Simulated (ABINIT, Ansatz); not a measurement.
# Na2LiScF6 (Fm-3m): G0W0 on several meshes in ABINIT

Wanted: mesh dependence and cost of G0W0 for Na2LiScF6 (Fm-3m).

Calculated with ABINIT 10.8.3; PBEsol and many-body steps on it, plane waves.

## (1) Starting point

It takes space group Fm-3m (No. 225, cubic). Conventional cell: a = 8.035 Å, b = 8.035 Å, c = 8.035 Å, α = 90.00°, β = 90.00°, γ = 90.00°. Nearest to Na lie 12 F at 2.84 Å. Nearest to Li lie 6 F at 2.01 Å. Nearest to Sc lie 6 F at 2.01 Å. Nearest to F lie 1 Li at 2.01 Å and 1 Sc at 2.01 Å and 4 Na at 2.84 Å. Farther neighbours and most contacts between anions are not listed.

The cell and positions are those that the Materials Project relaxed with its own functionals (PBE, PBE+U or r2SCAN), kept fixed.

## (2) Empty states on the mesh, 2×2×2 mesh, 271 bands

This step: ABINIT 10.8.3; DFT, PBEsol, plane waves, norm-conserving pseudopotentials.

The sums over transitions need many empty states on a uniform mesh; this step solves for them.

Contents of run.abi:

```
acell 3*1.0 Angstrom
rprim 
  0.000000000000 4.017450000000 4.017450000000
  4.017450000000 0.000000000000 4.017450000000
  4.017450000000 4.017450000000 -0.000000000000
ntypat 4
znucl 11 3 21 9
natom 10
typat 1 1 2 3 4 4 4 4 4 4
xred 
  0.250000000000 0.250000000000 0.250000000000
  0.750000000000 0.750000000000 0.750000000000
  0.500000000000 0.500000000000 0.500000000000
  0.000000000000 -0.000000000000 0.000000000000
  0.250423000000 0.250423000000 0.749577000000
  0.250423000000 0.749577000000 0.749577000000
  0.749577000000 0.749577000000 0.250423000000
  0.250423000000 0.749577000000 0.250423000000
  0.749577000000 0.250423000000 0.749577000000
  0.749577000000 0.250423000000 0.250423000000
pp_dirpath "pseudos"
pseudos "Na.upf, Li.upf, Sc.upf, F.upf"
ecut 38
ngkpt 2 2 2
nshiftk 1
shiftk 0 0 0
kptopt 1
chksymbreak 0
iscf -2
irdden 1
istwfk *1
nband 271
nbdbuf 24
tolwfr 1e-09
nstep 60
prtvol 0
indata_prefix "in"
outdata_prefix "out"
tmpdata_prefix "tmp"
```

Launch:

```sh
$ OMP_NUM_THREADS=1 mpirun -n 4 abinit run.abi > log
```

Numbers of over 12 decimals in the logs are rounded to 6 here.

The program printed:

```text
.Version 10.8.3 of ABINIT. v10.8.2 released Aug 2026.

 Symmetries : space group Fm -3 m (#225); Bravais cF (face-center cubic)
[... echo of the input left out ...]
== DATASET  1 ==================================================================
-   mpi_nproc: 4, omp_nthreads: 1 (-1 if OMP is not activated)
-    --> not optimal distribution: autoparal keyword recommended in input file <--

--- !DatasetInfo
iteration_state: {dtset: 1, }
dimensions: {natom: 10, nkpt: 3, mband: 271, nsppol: 1, nspinor: 1, nspden: 1, mpw: 9841, }
cutoff_energies: {ecut:  38.0, pawecutdg:  -1.0, }
[...]
2.86661    2.86661    2.86661    2.88313    2.88313    2.88313    2.91173    2.91174
   2.92733    2.92733    2.92736    2.93400    2.93401    2.93427    2.93704    2.93704
   2.93741    2.94812    2.94812    2.94978    2.95240    2.96000    2.96266
 prteigrs : prtvol=0 or 1, do not print more k-points.

== END DATASET(S) ==============================================================
================================================================================

 -outvars: echo values of variables after computation  --------
            nband         271
             nkpt           3
          spgroup         225
 [... the other variables as echoed above ...]

 Calculation completed.
```

It took 2.3 min on 4 MPI ranks of Arm Neoverse V2, shared host; peak memory 0.5 GiB; 9.2 min of CPU time.

Numbers from this step:

- gap: 6.027 eV
- k of the valence top: 0, 0, 0
- k of the conduction bottom: 0, 0, 0
- least direct gap: 6.027 eV
- k points computed: 3
- lowest point of the top converged band, above the valence top: 77.3617 eV

On this mesh the gap is 6.027 eV.

The density comes from a self-consistent run that is not shown.

## (3) Screening, 2×2×2 mesh, 122 bands, screening to 114.3 eV

The RPA dielectric matrix is built and inverted for each q.

This step: RPA screening on PBEsol, plane waves, norm-conserving pseudopotentials.

Edit run.abi of step 2 so:

```diff
@@ -28,10 +28,11 @@
 chksymbreak 0
-iscf -2
-irdden 1
 istwfk *1
-nband 271
-nbdbuf 24
-tolwfr 1e-09
-nstep 60
-prtvol 0
+occopt 1
+irdwfk 1
+optdriver 3
+nband 122
+ecuteps 4.2
+inclvkb 2
+awtr 1
+symchi 1
 indata_prefix "in"
```

The program printed:

```text
.Version 10.8.3 of ABINIT. v10.8.2 released Aug 2026.

 Symmetries : space group Fm -3 m (#225); Bravais cF (face-center cubic)
[... echo of the input left out ...]
== DATASET  1 ==================================================================
-   mpi_nproc: 4, omp_nthreads: 1 (-1 if OMP is not activated)

--- !DatasetInfo
iteration_state: {dtset: 1, }
dimensions: {natom: 10, nkpt: 3, mband: 122, nsppol: 1, nspinor: 1, nspden: 1, mpw: 9841, }
cutoff_energies: {ecut:  38.0, pawecutdg:  -1.0, }
electrons: {nelect:   7.40000000E+01, charge:   0.00000000E+00, occopt:   1.00000000E+00, tsmear:   1.00000000E-02, }

 SCREENING: Calculation of the susceptibility and dielectric matrices

 Based on a program developped by R.W. Godby, V. Olevano, G. Onida, and L. Reining.
 Incorporated in ABINIT by V. Olevano, G.-M. Rignanese, and M. Torrent.
.Using double precision arithmetic ; gwpc =  8

[... cell and pseudopotentials left out ...]
--------------------------------------------------------------------------------

 ==== K-mesh for the wavefunctions ====
 Number of points in the irreducible wedge :     3
[... list of points left out ...]
 Together with 48 symmetry operations and time-reversal symmetry
 yields     8 points in the full Brillouin Zone.

 ==== Q-mesh for the screening function ====
 Number of points in the irreducible wedge :     3
[... list of points left out ...]
 Together with 48 symmetry operations and time-reversal symmetry
 yields     8 points in the full Brillouin Zone.

 setmesh: FFT mesh size selected  =    40x   40x   40
          total number of points  =        64000

 vcoul_init : cutoff-mode = AUXILIARY_FUNCTION
 q-points for optical limit:   1
     1)      0.000010    0.000020    0.000030

- screening: taking advantage of time-reversal symmetry
- Maximum band index for partially occupied states nbvw = 37
- Remaining bands to be divided among processors   nbcw = 85
- Number of bands treated by each node ~21

 Number of electrons calculated from density =   74.0000; Expected =   74.0000
 average of density, n =  0.084558
 r_s =    1.4134
 omega_plasma =   28.0500 [eV]

 calculating chi0 at frequencies [eV] :
  1    0.000000E+00    0.000000E+00
  2    0.000000E+00    2.804997E+01

--------------------------------------------------------------------------------
  q-point number  1        q = ( 0.000000, 0.000000, 0.000000) [r.l.u.]
--------------------------------------------------------------------------------
[... chi0 elements left out ...]
 For q-point:  0.000010 0.000020 0.000030
  dielectric constant =   2.0240
  dielectric constant without local fields =   2.1933

  Average fulfillment of the sum rule on Im[epsilon] for q-point    1 :     33.43  [%]
[... wings left out ...]
  q-point number  2        q = ( 0.500000, 0.000000, 0.000000) [r.l.u.]
--------------------------------------------------------------------------------
[... chi0 elements left out ...]
  Average fulfillment of the sum rule on Im[epsilon] for q-point    2 :     38.52  [%]

 [... 1 further q-points ...]
```

The job ended after 33 s (4 MPI ranks; peak memory 1.6 GiB; 2.2 min of CPU time).

Numbers from this step:

```yaml
eps_infinity_with_local_fields_on_this_mesh_along_the_program_s_q_direction: 2.024
the_same_without_local_fields: 2.193
plasma_frequency: 28.05 eV
plane_waves_in_the_screening_matrix: 339
```

Local fields lower ε∞ by 8 %. On a Γ-centred mesh this coarse the value itself is usually too large, while a short band sum pulls it down.

## (4) 2×2×2

The self-energy is evaluated for the states that the input lists, and the levels follow from it, in one-shot runs by the linearised quasiparticle equation.

This step: G0W0 on PBEsol, plane waves, norm-conserving pseudopotentials.

Edit run.abi of step 3 so:

```diff
@@ -31,8 +31,15 @@
 irdwfk 1
-optdriver 3
+optdriver 4
 nband 122
+gwcalctyp 0
+ecutsigx 38
+symsigma 1
+nkptgw 1
+kptgw 
+  0.0000000000 0.0000000000 0.0000000000
+bdgw 
+  35 41
 ecuteps 4.2
-inclvkb 2
-awtr 1
-symchi 1
+irdscr 1
+ppmodel 1
 indata_prefix "in"
```

The program printed:

```text
.Version 10.8.3 of ABINIT. v10.8.2 released Aug 2026.

 Symmetries : space group Fm -3 m (#225); Bravais cF (face-center cubic)
[... echo of the input left out ...]
== DATASET  1 ==================================================================
-   mpi_nproc: 4, omp_nthreads: 1 (-1 if OMP is not activated)

--- !DatasetInfo
iteration_state: {dtset: 1, }
dimensions: {natom: 10, nkpt: 3, mband: 122, nsppol: 1, nspinor: 1, nspden: 1, mpw: 9841, }
cutoff_energies: {ecut:  38.0, pawecutdg:  -1.0, }
electrons: {nelect:   7.40000000E+01, charge:   0.00000000E+00, occopt:   1.00000000E+00, tsmear:   1.00000000E-02, }

 SIGMA: Calculation of the GW corrections

 Based on a program developped by R.W. Godby, V. Olevano, G. Onida, and L. Reining.
 Incorporated in ABINIT by V. Olevano, G.-M. Rignanese, and M. Torrent.
.Using double precision arithmetic ; gwpc =  8

[... cell and pseudopotentials left out ...]
--------------------------------------------------------------------------------

 ==== K-mesh for the wavefunctions ====
 Number of points in the irreducible wedge :     3
[... list of points left out ...]
 Together with 48 symmetry operations and time-reversal symmetry
 yields     8 points in the full Brillouin Zone.

 ==== Q-mesh for screening function ====
 Number of points in the irreducible wedge :     3
[... list of points left out ...]
 Together with 48 symmetry operations and time-reversal symmetry
 yields     8 points in the full Brillouin Zone.

 vcoul_init : cutoff-mode = AUXILIARY_FUNCTION
 q-points for optical limit:   1
     1)      0.000010    0.000020    0.000030
 setmesh: FFT mesh size selected  =    60x   60x   60
          total number of points  =       216000

 Number of electrons calculated from density =   74.0000; Expected =   74.0000
 average of density, n =  0.084558
 r_s =    1.4134
 omega_plasma =   28.0500 [eV]

 === KS Band Gaps ===
  >>>> For spin  1
   Minimum direct gap =   6.0274 [eV], located at k-point      :   0.0000  0.0000  0.0000
   Fundamental gap    =   6.0274 [eV], Top of valence bands at :   0.0000  0.0000  0.0000
                                       Bottom of conduction at :   0.0000  0.0000  0.0000
 SIGMA fundamental parameters:
 PLASMON POLE MODEL  1
 number of plane-waves for SigmaX                 9841
 number of plane-waves for SigmaC and W            339
 number of plane-waves for wavefunctions          9841
 number of bands                                   122
 number of independent spin polarizations            1
 number of spinorial components                      1
 number of k-points in IBZ                           3
 number of q-points in IBZ                           3
 number of symmetry operations                      48
 number of k-points in BZ                            8
 number of q-points in BZ                            8
 number of frequencies for dSigma/dE                 9
 frequency step for dSigma/dE [eV]                0.25
 number of omega for Sigma on real axis              0
 max omega for Sigma on real axis  [eV]           0.00
 zcut for avoiding poles [eV]                     0.10

 EPSILON^-1 parameters (SCR file):
 dimension of the eps^-1 matrix on file            339
 dimension of the eps^-1 matrix used               339
 number of plane-waves for wavefunctions          9841
 number of bands                                   122
 number of q-points in IBZ                           3
 number of frequencies                               2
 number of real frequencies                          1
 number of imag frequencies                          1

 matrix elements of self-energy operator (all in [eV])

 Perturbative Calculation

--- !SelfEnergy_ee
iteration_state: {dtset: 1, }
kpoint     : [   0.000,    0.000,    0.000, ]
spin       : 1
KS_gap     :    6.027
QP_gap     :    9.444
Delta_QP_KS:    3.417
data: !SigmaeeData |
     Band     E0 <VxcDFT>   SigX SigC(E0)      Z dSigC/dE  Sig(E)    E-E0       E
       35  -1.040 -22.672 -29.900   5.115   0.814  -0.228 -24.392  -1.720  -2.759
       36  -1.040 -22.672 -29.900   5.115   0.814  -0.228 -24.392  -1.720  -2.759
       37  -1.040 -22.672 -29.900   5.115   0.814  -0.228 -24.392  -1.720  -2.759
       38   4.988  -8.734  -4.465  -2.386   0.901  -0.110  -7.037   1.697   6.685
       39   5.956 -18.615 -10.389  -3.589   0.832  -0.202 -14.757   3.858   9.815
       40   5.956 -18.615 -10.389  -3.589   0.832  -0.202 -14.757   3.858   9.815
       41   5.956 -18.615 -10.389  -3.589   0.832  -0.202 -14.757   3.858   9.815

== END DATASET(S) ==============================================================
================================================================================

 -outvars: echo values of variables after computation  --------
           etotal      0.0000000000E+00
            nband         122
             nkpt           3
          spgroup         225
 [... the other variables as echoed above ...]

 Calculation completed.
```

Elapsed: 7.2 s, on 4 MPI ranks; peak memory 1.1 GiB.

This step gave:

```yaml
g0w0_gap_on_the_points_computed: 9.444 eV
starting_gap_on_the_mesh: 6.027 eV
k_of_the_valence_top: 0, 0, 0
k_of_the_conduction_bottom: 0, 0, 0
z_at_the_valence_top: 0.814
z_at_the_conduction_bottom: 0.901
least_direct_g0w0_gap_on_the_computed_points: 9.444 eV
```

The gap on the mesh goes from 6.03 eV to 9.44 eV, a correction of +3.42 eV.

## (5) Empty states on the mesh, 4×4×4 mesh, 134 bands

This step: DFT, PBEsol, plane waves, norm-conserving pseudopotentials.

Edit run.abi of step 4 so:

```diff
@@ -23,3 +23,3 @@
 ecut 38
-ngkpt 2 2 2
+ngkpt 4 4 4
 nshiftk 1
@@ -28,18 +28,10 @@
 chksymbreak 0
+iscf -2
+irdden 1
 istwfk *1
-occopt 1
-irdwfk 1
-optdriver 4
-nband 122
-gwcalctyp 0
-ecutsigx 38
-symsigma 1
-nkptgw 1
-kptgw 
-  0.0000000000 0.0000000000 0.0000000000
-bdgw 
-  35 41
-ecuteps 4.2
-irdscr 1
-ppmodel 1
+nband 134
+nbdbuf 12
+tolwfr 1e-09
+nstep 60
+prtvol 0
 indata_prefix "in"
```

The program printed:

```text
.Version 10.8.3 of ABINIT. v10.8.2 released Aug 2026.

 Symmetries : space group Fm -3 m (#225); Bravais cF (face-center cubic)
[... echo of the input left out ...]
== DATASET  1 ==================================================================
-   mpi_nproc: 4, omp_nthreads: 1 (-1 if OMP is not activated)

--- !DatasetInfo
iteration_state: {dtset: 1, }
dimensions: {natom: 10, nkpt: 8, mband: 134, nsppol: 1, nspinor: 1, nspden: 1, mpw: 9841, }
cutoff_energies: {ecut:  38.0, pawecutdg:  -1.0, }
[...]
1.46229    1.48831    1.48831    1.48831    1.48919    1.49666    1.49666    1.49666
   1.51925    1.51925    1.51925    1.56839    1.56839    1.56839    1.63902    1.63902
   1.63902    1.67480    1.67481    1.67484    1.73614    1.73913
 prteigrs : prtvol=0 or 1, do not print more k-points.

== END DATASET(S) ==============================================================
================================================================================

 -outvars: echo values of variables after computation  --------
            nband         134
             nkpt           8
          spgroup         225
 [... the other variables as echoed above ...]

 Calculation completed.
```

Wall time 77 s (4 MPI ranks); peak memory 0.57 GiB; 5.2 min of CPU time.

This step gave:

- gap: 6.027 eV
- k of the valence top: 0, 0, 0
- k of the conduction bottom: 0, 0, 0
- least direct gap: 6.027 eV
- k points computed: 8
- lowest point of the top converged band, above the valence top: 41.23 eV

On this mesh the gap is 6.027 eV.

## (6) Screening, 4×4×4 mesh, 122 bands, screening to 114.3 eV

This step: RPA screening on PBEsol, plane waves, norm-conserving pseudopotentials.

Edit run.abi of step 5 so:

```diff
@@ -28,10 +28,11 @@
 chksymbreak 0
-iscf -2
-irdden 1
 istwfk *1
-nband 134
-nbdbuf 12
-tolwfr 1e-09
-nstep 60
-prtvol 0
+occopt 1
+irdwfk 1
+optdriver 3
+nband 122
+ecuteps 4.2
+inclvkb 2
+awtr 1
+symchi 1
 indata_prefix "in"
```

The program printed:

```text
.Version 10.8.3 of ABINIT. v10.8.2 released Aug 2026.

 Symmetries : space group Fm -3 m (#225); Bravais cF (face-center cubic)
[... echo of the input left out ...]
== DATASET  1 ==================================================================
-   mpi_nproc: 4, omp_nthreads: 1 (-1 if OMP is not activated)

--- !DatasetInfo
iteration_state: {dtset: 1, }
dimensions: {natom: 10, nkpt: 8, mband: 122, nsppol: 1, nspinor: 1, nspden: 1, mpw: 9841, }
cutoff_energies: {ecut:  38.0, pawecutdg:  -1.0, }
electrons: {nelect:   7.40000000E+01, charge:   0.00000000E+00, occopt:   1.00000000E+00, tsmear:   1.00000000E-02, }

 SCREENING: Calculation of the susceptibility and dielectric matrices

 Based on a program developped by R.W. Godby, V. Olevano, G. Onida, and L. Reining.
 Incorporated in ABINIT by V. Olevano, G.-M. Rignanese, and M. Torrent.
.Using double precision arithmetic ; gwpc =  8

[... cell and pseudopotentials left out ...]
--------------------------------------------------------------------------------

 ==== K-mesh for the wavefunctions ====
 Number of points in the irreducible wedge :     8
[... list of points left out ...]
 Together with 48 symmetry operations and time-reversal symmetry
 yields    64 points in the full Brillouin Zone.

 ==== Q-mesh for the screening function ====
 Number of points in the irreducible wedge :     8
[... list of points left out ...]
 Together with 48 symmetry operations and time-reversal symmetry
 yields    64 points in the full Brillouin Zone.

 setmesh: FFT mesh size selected  =    40x   40x   40
          total number of points  =        64000

 vcoul_init : cutoff-mode = AUXILIARY_FUNCTION
 q-points for optical limit:   1
     1)      0.000010    0.000020    0.000030

- screening: taking advantage of time-reversal symmetry
- Maximum band index for partially occupied states nbvw = 37
- Remaining bands to be divided among processors   nbcw = 85
- Number of bands treated by each node ~21

 Number of electrons calculated from density =   74.0000; Expected =   74.0000
 average of density, n =  0.084558
 r_s =    1.4134
 omega_plasma =   28.0500 [eV]

 calculating chi0 at frequencies [eV] :
  1    0.000000E+00    0.000000E+00
  2    0.000000E+00    2.804997E+01

--------------------------------------------------------------------------------
  q-point number  1        q = ( 0.000000, 0.000000, 0.000000) [r.l.u.]
--------------------------------------------------------------------------------
[... chi0 elements left out ...]
 For q-point:  0.000010 0.000020 0.000030
  dielectric constant =   2.0107
  dielectric constant without local fields =   2.1797

  Average fulfillment of the sum rule on Im[epsilon] for q-point    1 :     33.46  [%]
[... wings left out ...]
  q-point number  2        q = ( 0.250000, 0.000000, 0.000000) [r.l.u.]
--------------------------------------------------------------------------------
[... chi0 elements left out ...]
  Average fulfillment of the sum rule on Im[epsilon] for q-point    2 :     42.56  [%]

 [... 6 further q-points ...]
```

It took 3.2 min on 4 MPI ranks; peak memory 3 GiB.

This step gave:

```
ε∞ with local fields, on this mesh, along the program's q direction : 2.011
the same without local fields                                       : 2.180
plasma frequency                                                    : 28.05 eV
plane waves in the screening matrix                                 : 339
```

(Part 1 of 2 ends here.)

[Paths, hosts, dates, memory and timing lines, banners, echoed tables and standing remarks are left out of the program output.]

[Logs are printed without paths, hosts, clocks, repeated set-up lines and the standing remarks that a program may print on its own settings, such as how far it seeks lower states.]

[Runs of the session that timed out or met a known fault of the program may be left out.]

[Hosts, paths, dates, database ids (printed as entryN), source tags and the programs' standing remarks are cut or masked in the printed files.]

[G0W0 gaps are taken among the corrected bands and points alone; a level outside them can change the order at an edge.]

[Where Ansatz stands beside ABINIT at settings called matched, ABINIT's density can come from a denser mesh and the files from another edition; pairs whose starting gaps differed by over 0.03 eV were left out, so agreement reads better than it is.]
